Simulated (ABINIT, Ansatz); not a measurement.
# Converging GW for AlH3 (R-3c) in ABINIT, part 2 of 2

Aim: raise bands and screening cutoff together for AlH3 (R-3c) and follow gap and time.

ABINIT 10.8.3; LDA and many-body steps on it, plane waves. Known limits of the many-body steps: not at the basis limit.

So far. Step 3 (Screening, 4×4×4 mesh, 25 bands, screening to 62.6 eV): Local fields lower ε∞ by 10 %. Step 4 (25 bands, 62.6 eV): The gap on the mesh goes from 1.95 eV to 3.70 eV, a correction of +1.76 eV.

## (6) 68 bands, 114.3 eV

This step: G0W0 on LDA, plane waves, norm-conserving pseudopotentials.

run.abi reads:

```
acell 3*1.0 Angstrom
rprim 
  2.224650000012 1.284402276382 3.934566666693
  -2.224650000012 1.284402276382 3.934566666693
  -0.000000000000 -2.568804552697 3.934566666715
ntypat 2
znucl 13 1
natom 8
typat 1 1 2 2 2 2 2 2
xred 
  0.000000000000 0.000000000000 -0.000000000000
  0.500000000000 0.500000000000 0.500000000000
  0.878000000000 0.622000000000 0.250000000000
  0.250000000000 0.878000000000 0.622000000000
  0.622000000000 0.250000000000 0.878000000000
  0.122000000000 0.378000000000 0.750000000000
  0.750000000000 0.122000000000 0.378000000000
  0.378000000000 0.750000000000 0.122000000000
pp_dirpath "pseudos"
pseudos "Al.upf, H.upf"
ecut 31
ngkpt 4 4 4
nshiftk 1
shiftk 0 0 0
kptopt 1
chksymbreak 0
istwfk *1
occopt 1
irdwfk 1
optdriver 4
nband 68
gwcalctyp 0
ecutsigx 31
symsigma 1
nkptgw 2
kptgw 
  0.2500000000 0.2500000000 0.0000000000
  0.0000000000 0.0000000000 0.0000000000
bdgw 
  5 8
  5 8
ecuteps 4.2
irdscr 1
ppmodel 1
indata_prefix "in"
outdata_prefix "out"
tmpdata_prefix "tmp"
```

Launch:

```bash
$ OMP_NUM_THREADS=1 mpirun -n 4 abinit run.abi > log
```

Output:

```text
.Version 10.8.3 of ABINIT. v10.8.2 released Aug 2026.

 Symmetries : space group R-3 c (#167); Bravais hR (rhombohedral)
[... echo of the input left out ...]
== DATASET  1 ==================================================================
-   mpi_nproc: 4, omp_nthreads: 1 (-1 if OMP is not activated)

--- !DatasetInfo
iteration_state: {dtset: 1, }
dimensions: {natom: 8, nkpt: 13, mband: 68, nsppol: 1, nspinor: 1, nspden: 1, mpw: 3775, }
cutoff_energies: {ecut:  31.0, pawecutdg:  -1.0, }
electrons: {nelect:   1.20000000E+01, charge:   0.00000000E+00, occopt:   1.00000000E+00, tsmear:   1.00000000E-02, }

 SIGMA: Calculation of the GW corrections

 Based on a program developped by R.W. Godby, V. Olevano, G. Onida, and L. Reining.
 Incorporated in ABINIT by V. Olevano, G.-M. Rignanese, and M. Torrent.
.Using double precision arithmetic ; gwpc =  8

[... cell and pseudopotentials left out ...]
--------------------------------------------------------------------------------

 ==== K-mesh for the wavefunctions ====
 Number of points in the irreducible wedge :    13
[... list of points left out ...]
 Together with 12 symmetry operations and time-reversal symmetry
 yields    64 points in the full Brillouin Zone.

 ==== Q-mesh for screening function ====
 Number of points in the irreducible wedge :    13
[... list of points left out ...]
 Together with 12 symmetry operations and time-reversal symmetry
 yields    64 points in the full Brillouin Zone.

 vcoul_init : cutoff-mode = AUXILIARY_FUNCTION
 q-points for optical limit:   1
     1)      0.000010    0.000020    0.000030
 setmesh: FFT mesh size selected  =    48x   48x   48
          total number of points  =       110592

 Number of electrons calculated from density =   12.0000; Expected =   12.0000
[...]
number of omega for Sigma on real axis              0
 max omega for Sigma on real axis  [eV]           0.00
 zcut for avoiding poles [eV]                     0.10

 EPSILON^-1 parameters (SCR file):
 dimension of the eps^-1 matrix on file            175
 dimension of the eps^-1 matrix used               175
 number of plane-waves for wavefunctions          3775
 number of bands                                    68
 number of q-points in IBZ                          13
 number of frequencies                               2
 number of real frequencies                          1
 number of imag frequencies                          1

 matrix elements of self-energy operator (all in [eV])

 Perturbative Calculation

--- !SelfEnergy_ee
iteration_state: {dtset: 1, }
kpoint     : [   0.250,    0.250,    0.000, ]
spin       : 1
KS_gap     :    4.134
QP_gap     :    5.855
Delta_QP_KS:    1.721
data: !SigmaeeData |
     Band     E0 <VxcDFT>   SigX SigC(E0)      Z dSigC/dE  Sig(E)    E-E0       E
        5  -1.121 -10.955 -14.879   2.559   0.767  -0.305 -12.002  -1.047  -2.167
        6   0.827 -11.517 -14.806   2.082   0.781  -0.281 -12.460  -0.943  -0.115
        7   4.962 -10.117  -5.795  -3.343   0.795  -0.258  -9.339   0.778   5.739
[...]
--- !SelfEnergy_ee
iteration_state: {dtset: 1, }
kpoint     : [   0.000,    0.000,    0.000, ]
spin       : 1
KS_gap     :    1.995
QP_gap     :    3.786
Delta_QP_KS:    1.791
data: !SigmaeeData |
     Band     E0 <VxcDFT>   SigX SigC(E0)      Z dSigC/dE  Sig(E)    E-E0       E
[...]
7   2.774  -9.614  -5.518  -3.082   0.802  -0.247  -8.801   0.813   3.587
        8   6.452  -8.209  -3.402  -3.731   0.814  -0.229  -7.333   0.876   7.328

== END DATASET(S) ==============================================================
================================================================================

 -outvars: echo values of variables after computation  --------
           etotal      0.0000000000E+00
            nband          68
             nkpt          13
          spgroup         167
 [... the other variables as echoed above ...]

 Calculation completed.
```

Run time: 12 s. Hardware: 4 MPI ranks of Intel Xeon Platinum 8259CL at 2.50GHz (Skylake/Cascade Lake), shared host; peak memory 0.95 GiB; 48 s of CPU time.

This step gave:

```yaml
g0w0_gap_on_the_points_computed: 3.702 eV
starting_gap_on_the_mesh: 1.946 eV
k_of_the_valence_top: 0.25, 0.25, 0
k_of_the_conduction_bottom: 0, 0, 0
z_at_the_valence_top: 0.781
z_at_the_conduction_bottom: 0.802
least_direct_g0w0_gap_on_the_computed_points: 3.786 eV
```

Against G0W0 in ABINIT (4×4×4 mesh, 25 bands, screening to 62.6 eV, Godby-Needs plasmon pole), the gap moves by −0.002 eV.

## (7) Screening, 4×4×4 mesh, 159 bands, screening to 176.9 eV

This step: RPA screening on LDA, plane waves, norm-conserving pseudopotentials.

run.abi, as its differences from that of step 6:

```diff
@@ -29,17 +29,8 @@
 irdwfk 1
-optdriver 4
-nband 68
-gwcalctyp 0
-ecutsigx 31
-symsigma 1
-nkptgw 2
-kptgw 
-  0.2500000000 0.2500000000 0.0000000000
-  0.0000000000 0.0000000000 0.0000000000
-bdgw 
-  5 8
-  5 8
-ecuteps 4.2
-irdscr 1
-ppmodel 1
+optdriver 3
+nband 159
+ecuteps 6.5
+inclvkb 2
+awtr 1
+symchi 1
 indata_prefix "in"
```

Output:

```text
.Version 10.8.3 of ABINIT. v10.8.2 released Aug 2026.

 Symmetries : space group R-3 c (#167); Bravais hR (rhombohedral)
[... echo of the input left out ...]
== DATASET  1 ==================================================================
-   mpi_nproc: 4, omp_nthreads: 1 (-1 if OMP is not activated)

--- !DatasetInfo
iteration_state: {dtset: 1, }
dimensions: {natom: 8, nkpt: 13, mband: 159, nsppol: 1, nspinor: 1, nspden: 1, mpw: 3775, }
cutoff_energies: {ecut:  31.0, pawecutdg:  -1.0, }
[...]
--------------------------------------------------------------------------------
[... chi0 elements left out ...]
 For q-point:  0.000010 0.000020 0.000030
  dielectric constant =   4.6238
  dielectric constant without local fields =   5.1477

  Average fulfillment of the sum rule on Im[epsilon] for q-point    1 :     92.61  [%]
[... wings left out ...]
  q-point number  2        q = ( 0.250000, 0.000000, 0.000000) [r.l.u.]
--------------------------------------------------------------------------------
[... chi0 elements left out ...]
  Average fulfillment of the sum rule on Im[epsilon] for q-point    2 :     95.48  [%]

 [... 11 further q-points ...]
```

Elapsed: 2.6 min, on 4 MPI ranks; peak memory 2.2 GiB.

Numbers from this step:

```yaml
eps_infinity_with_local_fields_on_this_mesh_along_the_program_s_q_direction: 4.624
the_same_without_local_fields: 5.148
plasma_frequency: 15.66 eV
plane_waves_in_the_screening_matrix: 339
```

## (8) 159 bands, 176.9 eV

This step: G0W0 on LDA, plane waves, norm-conserving pseudopotentials.

run.abi, as its differences from that of step 7:

```diff
@@ -29,8 +29,17 @@
 irdwfk 1
-optdriver 3
+optdriver 4
 nband 159
+gwcalctyp 0
+ecutsigx 31
+symsigma 1
+nkptgw 2
+kptgw 
+  0.2500000000 0.2500000000 0.0000000000
+  0.0000000000 0.0000000000 0.0000000000
+bdgw 
+  5 8
+  5 8
 ecuteps 6.5
-inclvkb 2
-awtr 1
-symchi 1
+irdscr 1
+ppmodel 1
 indata_prefix "in"
```

Output:

```text
.Version 10.8.3 of ABINIT. v10.8.2 released Aug 2026.

 Symmetries : space group R-3 c (#167); Bravais hR (rhombohedral)
[... echo of the input left out ...]
== DATASET  1 ==================================================================
-   mpi_nproc: 4, omp_nthreads: 1 (-1 if OMP is not activated)

--- !DatasetInfo
iteration_state: {dtset: 1, }
dimensions: {natom: 8, nkpt: 13, mband: 159, nsppol: 1, nspinor: 1, nspden: 1, mpw: 3775, }
cutoff_energies: {ecut:  31.0, pawecutdg:  -1.0, }
[...]
Band     E0 <VxcDFT>   SigX SigC(E0)      Z dSigC/dE  Sig(E)    E-E0       E
[...]
7   2.774  -9.614  -5.518  -3.303   0.800  -0.250  -8.980   0.634   3.408
        8   6.452  -8.209  -3.402  -3.917   0.812  -0.232  -7.487   0.722   7.174

== END DATASET(S) ==============================================================
================================================================================

 -outvars: echo values of variables after computation  --------
           etotal      0.0000000000E+00
            nband         159
             nkpt          13
          spgroup         167
 [... the other variables as echoed above ...]

 Calculation completed.
```

Wall time 62 s (4 MPI ranks); peak memory 2.3 GiB.

This step gave:

- G0W0 gap on the points computed: 3.772 eV
- starting gap on the mesh: 1.946 eV
- k of the valence top: 0.25, 0.25, 0
- k of the conduction bottom: 0, 0, 0
- least direct G0W0 gap on the computed points: 3.862 eV

Against G0W0 in ABINIT (4×4×4 mesh, 68 bands, screening to 114.3 eV, Godby-Needs plasmon pole), the gap moves by +0.070 eV.

## (9) The runs together

Times are wall times on 4 MPI ranks of Intel Xeon Platinum 8259CL at 2.50GHz (Skylake/Cascade Lake), shared host, good to a factor of about two. A run's time includes the screening step that it read.

| run | mesh | bands | screening cutoff (eV) | DFT gap (eV) | gap on the mesh (eV) | direct (eV) | ε∞ used | time |
| --- | --- | --- | --- | --- | --- | --- | --- | --- |
| 25 bands, 62.6 eV | 4×4×4 | 25 | 62.6 | 1.946 | 3.704 | 3.782 | 4.62 | 17 s |
| 68 bands, 114.3 eV | 4×4×4 | 68 | 114.3 | 1.946 | 3.702 | 3.786 | 4.62 | 52 s |
| 159 bands, 176.9 eV | 4×4×4 | 159 | 176.9 | 1.946 | 3.772 | 3.862 | 4.62 | 3.7 min |

## (10) Results

```json
{
  "25 bands, 62.6 eV": "3.704 eV",
  "68 bands, 114.3 eV": "3.702 eV",
  "159 bands, 176.9 eV": "3.772 eV",
  "known limits": "not at the basis limit"
}
```

**Reading.** From the first rung to the last the gap moves by +0.07 eV for 13 times the time. The gap turns back along the series, so no limit is drawn from it. In the G0W0 runs levels were corrected at 2 k points alone, so a gap called «on the mesh» is the least over those, and an edge elsewhere would be missed.

[Paths, hosts, dates, memory and timing lines, banners, echoed tables and standing remarks are left out of the program output.]

[Logs are printed without paths, hosts, clocks, repeated set-up lines and the standing remarks that a program may print on its own settings, such as how far it seeks lower states.]

[Runs of the session that timed out or met a known fault of the program may be left out.]

[Hosts, paths, dates, database ids (printed as entryN), source tags and the programs' standing remarks are cut or masked in the printed files.]

[G0W0 gaps are taken among the corrected bands and points alone; a level outside them can change the order at an edge.]

[Where Ansatz stands beside ABINIT at settings called matched, ABINIT's density can come from a denser mesh and the files from another edition; pairs whose starting gaps differed by over 0.03 eV were left out, so agreement reads better than it is.]
